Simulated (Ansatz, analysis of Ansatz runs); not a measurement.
## Interstitial H in bcc V, hop from a tetrahedral to the next tetrahedral site: migration barrier against experiment

Aim: the migration barrier of interstitial H in bcc V, hop from a tetrahedral to the next tetrahedral site, to be set beside the measurement. Set-up: PBEsol, 32-site cell, PBEsol lattice, 420 eV, k: 4x4x4 Gamma-centred. The model is a cell of 32 host atoms with 1 H put in. The barrier is the energy of the highest image of a climbing band over the relaxed site that the atom leaves. A local or semilocal functional is the cheapest first rung.

Measured beforehand: Migration barrier: 0.046 eV, by Gorsky effect and other diffusion measurements (T > 250 K); average of cited values (quoted in “Explainable Machine Learning for Hydrogen Diffusion in Metals and Random Binary Alloys”, 2023, G. M. Lu et al., quoting earlier work (1983)). The calculation is set beside it at the end.

Calculated with Ansatz 0.2.0; plane-wave PAW DFT, PBEsol; relaxation of all atoms of a defect supercell.

## 1. The starting structure

The cell holds 33 atoms: 32 V and 1 H. Its edges and angles: a = 8.366 Å, b = 8.366 Å, c = 8.366 Å, α = 60.0°, β = 60.0°, γ = 60.0°. It derives from V (space group Im-3m). Nearest the centre at fractional (0.312, 0.438, 0.562): H33 at 0.00 Å, V29 at 1.65 Å, V4 at 1.65 Å, V14 at 1.65 Å, V7 at 1.65 Å, V11 at 2.67 Å, V8 at 2.67 Å, V13 at 2.67 Å.

The host's primitive cell comes from a first run (plane-wave PAW DFT, PBEsol; relaxation of the host's cell and atoms): vectors of 2.562, 2.562 and 2.562 Å. That is 12.94 Å³ an atom, 6.8 % under the diffraction cell's volume. The supercell is built on it.

## 2. Relaxation, charge 0

A barrier counts from a true minimum, so both ends of the jump are relaxed first.

start/input.yaml reads:

```yaml
relax:
  f_tol: 0.02
  max_steps: 80
  escape_saddle: false
crystal:
  lattice:
    - [0.0, 5.91599023, 5.91599023]
    - [5.91599023, 0.0, 5.91599023]
    - [5.91599023, 5.91599023, 0.0]
  atoms:
    - { symbol: V, position: [0.0, 0.0, 0.0] }
    - { symbol: V, position: [0.125, 0.125, 0.125] }
    - { symbol: V, position: [0.25, 0.25, 0.25] }
    - { symbol: V, position: [0.375, 0.375, 0.375] }
    - { symbol: V, position: [0.0, 0.0, 0.5] }
    - { symbol: V, position: [0.125, 0.125, 0.625] }
    - { symbol: V, position: [0.25, 0.25, 0.75] }
    - { symbol: V, position: [0.375, 0.375, 0.875] }
    - { symbol: V, position: [0.0, 0.5, 0.0] }
    - { symbol: V, position: [0.125, 0.625, 0.125] }
    - { symbol: V, position: [0.25, 0.75, 0.25] }
    - { symbol: V, position: [0.375, 0.875, 0.375] }
    - { symbol: V, position: [0.0, 0.5, 0.5] }
    - { symbol: V, position: [0.125, 0.625, 0.625] }
    - { symbol: V, position: [0.25, 0.75, 0.75] }
    - { symbol: V, position: [0.375, 0.875, 0.875] }
    - { symbol: V, position: [0.5, 0.0, 0.0] }
    - { symbol: V, position: [0.625, 0.125, 0.125] }
    - { symbol: V, position: [0.75, 0.25, 0.25] }
    - { symbol: V, position: [0.875, 0.375, 0.375] }
    - { symbol: V, position: [0.5, 0.0, 0.5] }
    - { symbol: V, position: [0.625, 0.125, 0.625] }
    - { symbol: V, position: [0.75, 0.25, 0.75] }
    - { symbol: V, position: [0.875, 0.375, 0.875] }
    - { symbol: V, position: [0.5, 0.5, 0.0] }
    - { symbol: V, position: [0.625, 0.625, 0.125] }
    - { symbol: V, position: [0.75, 0.75, 0.25] }
    - { symbol: V, position: [0.875, 0.875, 0.375] }
    - { symbol: V, position: [0.5, 0.5, 0.5] }
    - { symbol: V, position: [0.625, 0.625, 0.625] }
    - { symbol: V, position: [0.75, 0.75, 0.75] }
    - { symbol: V, position: [0.875, 0.875, 0.875] }
    - { symbol: H, position: [0.3125, 0.4375, 0.5625] }
basis:
  ecutwfc: 420
  xc_grid: 2
hamiltonian:
  xc: pbesol
kpoints:
  mp_grid: { grid: [4, 4, 4] }
scf:
  occupations: { method: methfessel_paxton, width: 0.1 }
  max_iter: 120
output:
  forces: true
checkpoint:
  write: "../start.run"
  compress: false
  write_wavefunctions: true
  write_every: 100000
```

Launch:

```console
$ ansatz run input.yaml --threads 4 --pin off --max-ram 7536MiB --backend cpu --events-out ev --progress --plain --runs-dir out
```

Numbers of over 12 decimals in the logs are rounded to 6 here.

What it wrote:

```text
[... repeated set-up lines and file paths are left out, and long positions are rounded to six places ...]
Engine: ansatz 0.2.0, x86_64-unknown-linux-gnu
Pseudopotentials: kind: paw
Pseudopotential: V, paw, valence charge 13, recommended cutoff 420 eV (normal), V.paw.azcp
Pseudopotential: H, paw, valence charge 1, recommended cutoff 420 eV (normal), H.paw.azcp
Functional definition: PBEsol
  exchange = pbesol_x
  correlation = pbesol_c
Crystal: 33 atoms, lattice volume = 414.107 Å³
Basis set: ecut = 420 eV, 7991 PW (Γ), exchange–correlation on 120×120×120 points (8 copies of the dense FFT grid, shifted against one another)
Bands: 251, of which v1, the nominal top of the filled ones, is band 209 counted from 1 (208 counted from 0)
Symmetry: 8 space group operations
Space group: I-42m (ITA 121), of the structure as read, at distance tolerance 7.5e-5 Å
k-points: 13 of 64 (time reversal used)
Non-local potential: V, projectors of the file, l = 0: 3, l = 1: 2, l = 2: 3, l = 3: 1
Non-local potential: H, projectors of the file, l = 0: 2, l = 1: 1
PAW form: soft (Blöchl's): semilocal exchange-correlation on the pseudo side does not see the compensation charge
PAW frozen core: V, regenerated for the run's functional, and the local potential with it (the file was generated under x = pbe(κ = 0.804, μ = 0.219515), c = pbe(β = 0.066725))
PAW one-centre angular grid: V, 590 points (default); XC on 64 Gauss nodes
PAW one-centre angular grid: H, 110 points (default); XC on 64 Gauss nodes
Initial density: superposition of atomic densities (neutral atoms: chi_scale 0, normalization atom), corrected by the library's trained network
Initial wavefunctions: pseudopotential atomic-orbital guess
Functional: x = pbesol(κ = 0.804, μ = 0.123457), c = pbesol(β = 0.046)
SCF iter   1: F=—  HF=-92345.211817 eV  |F-HF|=—  |Δ(HF+E_count)|=         —  Δρ=1.10e-2  dr2=3.91e-1  ethr=1.77e-3  ⟨swp⟩=7.9  Hψ=11927  notcnv=0  defer=2
preconditioner: auto → Kerker (q_TF=auto, 2.731 Å⁻¹)  [metal: Δε(μ)=0.002 eV  Ē_g=3.206 eV  σ=0.100 eV  W_gap=0.02  n_scr=136 (ndim 8)  ℏωp=23.2 eV  f_vac=0.000  D(μ)=40.28/eV (n_scr^D=530)]
SCF iter   2: F=—  HF=-92345.149651 eV  |F-HF|=—  |Δ(HF+E_count)|=   6.22e-2  S|Δr|=    0.00e0  Δρ=4.84e-3  dr2=6.98e-2  ethr=9.39e-5  ⟨swp⟩=2.0  Hψ=4850  notcnv=0  defer=330
SCF iter   3: F=—  HF=-92345.141517 eV  |F-HF|=—  |Δ(HF+E_count)|=   8.13e-3  S|Δr|=    0.00e0  Δρ=1.07e-3  dr2=2.31e-3  ethr=1.67e-5  ⟨swp⟩=2.0  Hψ=3976  notcnv=0  defer=330
SCF iter   4: F=—  HF=-92345.142474 eV  |F-HF|=—  |Δ(HF+E_count)|=   9.57e-4  S|Δr|=    0.00e0  Δρ=2.27e-4  dr2=1.22e-4  ethr=5.55e-7  ⟨swp⟩=2.0  Hψ=3981  notcnv=0  defer=330
SCF iter   5: F=-92345.142469 eV  HF=-92345.142469 eV  |F-HF|=3.36e-7  |Δ(HF+E_count)|=   4.62e-6  S|Δr|=    0.00e0  Δρ=3.12e-5  dr2=2.10e-6  ethr=2.40e-9  ⟨swp⟩=3.0  Hψ=10564  notcnv=0
SCF 1 converged in 5 iterations: F = -92345.142469 eV  dr2 = 2.10e-6
  greatest PAW one-centre occupation: 1.000 electrons in one spin orbital (limit 2), on the V atom at site 0 (counted from 0), in its partial waves of l = 0
relax step   1: F+E_penalty+E_count = -92345.14246926 eV  Δ(F+E_penalty+E_count) = +0.000e0 eV  max|allowed force component| = 1.297e0 eV/Å  Δτ_max = 0.0000 Å  (5 SCF iters, dr2 threshold 1.00e-5 eV, accepted)
[... the SCF cycles and remarks between the steps are left out from here to the last step ...]
relax step   2: F+E_penalty+E_count = -92345.34707328 eV  Δ(F+E_penalty+E_count) = -2.046e-1 eV  max|allowed force component| = 5.430e-1 eV/Å  Δτ_max = 0.0480 Å  (5 SCF iters, dr2 threshold 1.00e-4 eV, accepted)
relax step   3: F+E_penalty+E_count = -92345.40680616 eV  Δ(F+E_penalty+E_count) = -5.973e-2 eV  max|allowed force component| = 3.826e-2 eV/Å  Δτ_max = 0.0415 Å  (5 SCF iters, dr2 threshold 1.84e-5 eV, accepted)
SCF iter   1: F=—  HF=-92345.408106 eV  |F-HF|=—  |Δ(HF+E_count)|=         —  Δρ=1.19e-3  dr2=1.67e-2  ethr=8.64e-5  ⟨swp⟩=4.0  Hψ=5653  notcnv=0  defer=310
SCF iter   2: F=—  HF=-92345.407330 eV  |F-HF|=—  |Δ(HF+E_count)|=   7.76e-4  S|Δr|=    0.00e0  Δρ=5.32e-4  dr2=4.04e-3  ethr=4.00e-6  ⟨swp⟩=1.0  Hψ=3757  notcnv=0  defer=303
SCF iter   3: F=—  HF=-92345.406999 eV  |F-HF|=—  |Δ(HF+E_count)|=   3.31e-4  S|Δr|=    0.00e0  Δρ=1.00e-4  dr2=6.62e-5  ethr=9.70e-7  ⟨swp⟩=2.0  Hψ=3771  notcnv=0  defer=303
SCF iter   4: F=—  HF=-92345.407619 eV  |F-HF|=—  |Δ(HF+E_count)|=   6.19e-4  S|Δr|=    0.00e0  Δρ=3.07e-5  dr2=1.03e-5  ethr=1.59e-8  ⟨swp⟩=2.8  Hψ=4568  notcnv=0  defer=303
SCF iter   5: F=—  HF=-92345.407617 eV  |F-HF|=—  |Δ(HF+E_count)|=   1.23e-6  S|Δr|=    0.00e0  Δρ=7.25e-6  dr2=1.97e-7  ethr=2.48e-9  ⟨swp⟩=2.1  Hψ=4005  notcnv=0  defer=303
SCF iter   6: F=-92345.407617 eV  HF=-92345.407617 eV  |F-HF|=2.67e-8  |Δ(HF+E_count)|=   4.02e-8  S|Δr|=    0.00e0  Δρ=2.88e-6  dr2=3.78e-8  ethr=2.40e-11  ⟨swp⟩=5.8  Hψ=10982  notcnv=0
SCF 4 converged in 6 iterations: F = -92345.407617 eV  dr2 = 3.78e-8
relax step   4: F+E_penalty+E_count = -92345.40761723 eV  Δ(F+E_penalty+E_count) = -8.111e-4 eV  max|allowed force component| = 9.209e-3 eV/Å  Δτ_max = 0.0042 Å  (6 SCF iters, accepted)
NSCF: frozen V_eff on 13 k-points
the band table was solved once a step of the walk had ended and its energy, with any forces and stress, was formed, with the checks that follow a solve (12454 applications of the Hamiltonian). They found nothing against the state; [...]
SCF converged after 6 iterations
Stability not checked: this state was not tested for a lower state beside it, because cold or Methfessel-Paxton smearing, or corrected tetrahedra, fill the levels in a way that the test cannot read (fill_not_monotonic; see scf.lower_state_search)
Free energy (F): -92345.407617 eV
Harris-Foulkes:  -92345.407617 eV  (|F-HF|=2.67e-8)
Internal energy: -92345.424212 eV  (E = F + TS)
E sigma→0 (E₀):  -92345.411766 eV
Entropy (-TS):   0.016595 eV (0.503 meV/atom)
Fermi energy:    17.209799 eV
--- Per-component energies (eV) ---
  E_band       = -4284.609449
  E_kinetic    = 10817.437977
  E_local      = -27692.635012  (includes V_loc(G=0)·N_el)
  E_nonlocal   = -1402.541607
  E_hartree    = 12813.251589
  E_xc         = -4167.740505
  E_vxc        = -5307.965917  (∫ρ·V_xc dr)
  E_paw        = -34770.924329  (= ΣΔE_a)
  E_vpaw       = -6325.430838  (= ΣTr[D̂ρ^β])
  E_aug_tail   = 0.007627  (compensation charges beyond the density's cutoff)
  E_ewald      = -47947.069683
  E_core_change = 4.789731  (= ΣΔE_core)
  E_smearing   = 0.016595  (= −TS)
  E_closure    = -0.000000  (closes the sum)
  Σ components = -92345.407617   (vs F -92345.407617, Δ=0.00e0)
--- Forces (eV/Å), atoms counted from 1 ---
  atom   1  V      0.00000000     0.00132777    -0.00024924
  atom   2  V     -0.00135449    -0.00287981     0.00220917
  atom   3  V      0.00220917     0.00287981     0.00135449
  atom   4  V      0.00920929    -0.00026125    -0.00000000
  atom   5  V     -0.00220917     0.00287981    -0.00135449
  atom   6  V      0.00639539     0.00485057     0.00035130
  atom   7  V     -0.00000000     0.00026125     0.00920929
  atom   8  V      0.00205758     0.00522134    -0.00000000
  atom   9  V     -0.00035130    -0.00485057     0.00639539
  atom  10  V      0.00369348     0.00241988    -0.00000000
  atom  11  V      0.00000000    -0.00522134     0.00205758
  atom  12  V     -0.00639539     0.00485057    -0.00035130
  atom  13  V     -0.00000000    -0.00522134    -0.00205758
  atom  14  V     -0.00920929    -0.00026125     0.00000000
  atom  15  V     -0.00035130    -0.00485057    -0.00639539
  atom  16  V      0.00135449    -0.00287981     0.00220917
  atom  17  V     -0.00000000    -0.00241988     0.00369348
  atom  18  V     -0.00024924    -0.00132777     0.00000000
  atom  19  V      0.00035130    -0.00485057    -0.00639539
  atom  20  V      0.00135449    -0.00287981    -0.00220917
  atom  21  V      0.00035130    -0.00485057     0.00639539
  atom  22  V     -0.00205758     0.00522134     0.00000000
  atom  23  V     -0.00000000    -0.00241988    -0.00369348
  atom  24  V     -0.00639539     0.00485057     0.00035130
  atom  25  V      0.00220917     0.00287981    -0.00135449
  atom  26  V      0.00639539     0.00485057    -0.00035130
  atom  27  V      0.00000000     0.00132777     0.00024924
  atom  28  V     -0.00369348     0.00241988    -0.00000000
  atom  29  V     -0.00000000     0.00026125    -0.00920929
  atom  30  V     -0.00135449    -0.00287981    -0.00220917
  atom  31  V     -0.00220917     0.00287981     0.00135449
  atom  32  V      0.00024924    -0.00132777    -0.00000000
  atom  33  H      0.00000000     0.00000000     0.00000000
  max |Σ_I F_I| component: 2.78e-17 eV/Å
--- Band table (eV; the first three rows and the last of 13) ---
  k-point 0: bands = ["-46.2030", "-46.0663", "-46.0663", "-46.0581", [... 243 left out ...] "19.7545", "19.7642", "19.7647", "19.7647"]
  k-point 1: bands = ["-46.1900", "-46.1048", "-46.0708", "-46.0614", [... 243 left out ...] "19.6490", "19.6736", "19.6767", "19.6817"]
  [... further k-points left out ...]
--- Relaxed structure (4 steps of the walk, 4 accepted, 0 SCFs on fresh bases) ---
  F+E_penalty+E_count = -92345.40761723 eV   max|allowed force component| = 9.209e-3 eV/Å
  atoms:
    - { symbol: V, position: [-0.000422, -0.000583, 0.000583] }
    - { symbol: V, position: [0.124235, 0.123122, 0.126563] }
    - { symbol: V, position: [0.251080, 0.249235, 0.248122] }
    - { symbol: V, position: [0.377823, 0.372177, 0.364412] }
    - { symbol: V, position: [-0.001878, 0.001563, 0.501080] }
    - { symbol: V, position: [0.124298, 0.123913, 0.626520] }
    - { symbol: V, position: [0.247177, 0.239412, 0.760588] }
    - { symbol: V, position: [0.375502, 0.374498, 0.876939] }
    - { symbol: V, position: [-0.001087, 0.501520, 0.000270] }
    - { symbol: V, position: [0.124426, 0.625574, 0.124876] }
    - { symbol: V, position: [0.249498, 0.751939, 0.248061] }
    - { symbol: V, position: [0.376520, 0.875270, 0.374298] }
    - { symbol: V, position: [-0.001939, 0.500502, 0.499498] }
    - { symbol: V, position: [0.114412, 0.635588, 0.627823] }
    - { symbol: V, position: [0.248480, 0.751087, 0.750702] }
    - { symbol: V, position: [0.373920, 0.873437, 0.876878] }
    - { symbol: V, position: [0.500574, -0.000124, 0.000124] }
    - { symbol: V, position: [0.625422, 0.124578, 0.124417] }
    - { symbol: V, position: [0.750270, 0.249298, 0.248913] }
    - { symbol: V, position: [0.876563, 0.376080, 0.374235] }
    - { symbol: V, position: [0.500702, -0.000270, 0.498480] }
    - { symbol: V, position: [0.626939, 0.123061, 0.625502] }
    - { symbol: V, position: [0.750124, 0.249426, 0.750574] }
    - { symbol: V, position: [0.874730, 0.373480, 0.876087] }
    - { symbol: V, position: [0.500765, 0.498920, -0.001563] }
    - { symbol: V, position: [0.626087, 0.625702, 0.124730] }
    - { symbol: V, position: [0.750583, 0.750422, 0.249578] }
    - { symbol: V, position: [0.874876, 0.875124, 0.374426] }
    - { symbol: V, position: [0.510588, 0.502823, 0.497177] }
    - { symbol: V, position: [0.626878, 0.625765, 0.623920] }
    - { symbol: V, position: [0.748437, 0.751878, 0.750765] }
    - { symbol: V, position: [0.874417, 0.875583, 0.875422] }
    - { symbol: H, position: [0.312500, 0.437500, 0.5625] }
```

It took 42 s on 4 threads of AMD EPYC 9R45, shared host; peak memory 3.3 GiB; 2.7 min of CPU time.

Step by step:

| step | energy less that of the first step (eV) | largest force component (eV/Å) |
| --- | --- | --- |
| 1 | 0.0000 | 1.2969 |
| 2 | -0.2046 | 0.5430 |
| 3 | -0.2643 | 0.0383 |
| 4 | -0.2651 | 0.0092 |

Forces are held to the 8 operations that the run works with; a distortion that breaks them can't arise in this run.

The atoms that moved most (Å):

| atom | dx | dy | dz | length |
| --- | --- | --- | --- | --- |
| V29 | 0.000 | 0.046 | 0.079 | 0.092 |
| V14 | 0.079 | -0.046 | 0.000 | 0.092 |
| V7 | 0.000 | 0.046 | -0.079 | 0.092 |
| V4 | -0.079 | -0.046 | 0.000 | 0.092 |
| V8 | 0.008 | 0.014 | 0.000 | 0.017 |
| V11 | 0.000 | -0.014 | 0.008 | 0.017 |
| V13 | 0.000 | -0.014 | -0.008 | 0.017 |
| V22 | -0.008 | 0.014 | 0.000 | 0.017 |

Neighbours of H33 at the end:

| atom | distance (Å) |
| --- | --- |
| V4 | 1.745 |
| V29 | 1.745 |
| V14 | 1.745 |
| V7 | 1.745 |
| V22 | 2.683 |
| V11 | 2.683 |
| V13 | 2.683 |
| V8 | 2.683 |

Numbers from this step:

| Quantity | Value |
| --- | --- |
| free energy | -92345.4076 eV |
| smearing term TS | -0.01659 eV |

The series, run alike:

| run | outcome | energy less the first (eV) | moment (μB) | time |
| --- | --- | --- | --- | --- |
| relaxation, charge 0 | converged | 0.0000 | 0.00 | 42 s |
| relaxation, charge 0 | converged | 0.0000 | 0.00 | 42 s |

The relaxation ends 8.0 meV an atom lower, with a largest force component of 0.0092 eV/Å.

(Part 1 of 2 ends here.)

[Logs are printed without paths, hosts, clocks, repeated set-up lines and the standing remarks that a program may print on its own settings, such as how far it seeks lower states.]

[Hosts, paths, dates, database ids (printed as entryN), source tags and the programs' standing remarks are cut or masked in the printed files.]

[For some hosts the program warned that the k-mesh of the response run may be too coarse for force constants and the static dielectric constant; such warnings are not shown here.]
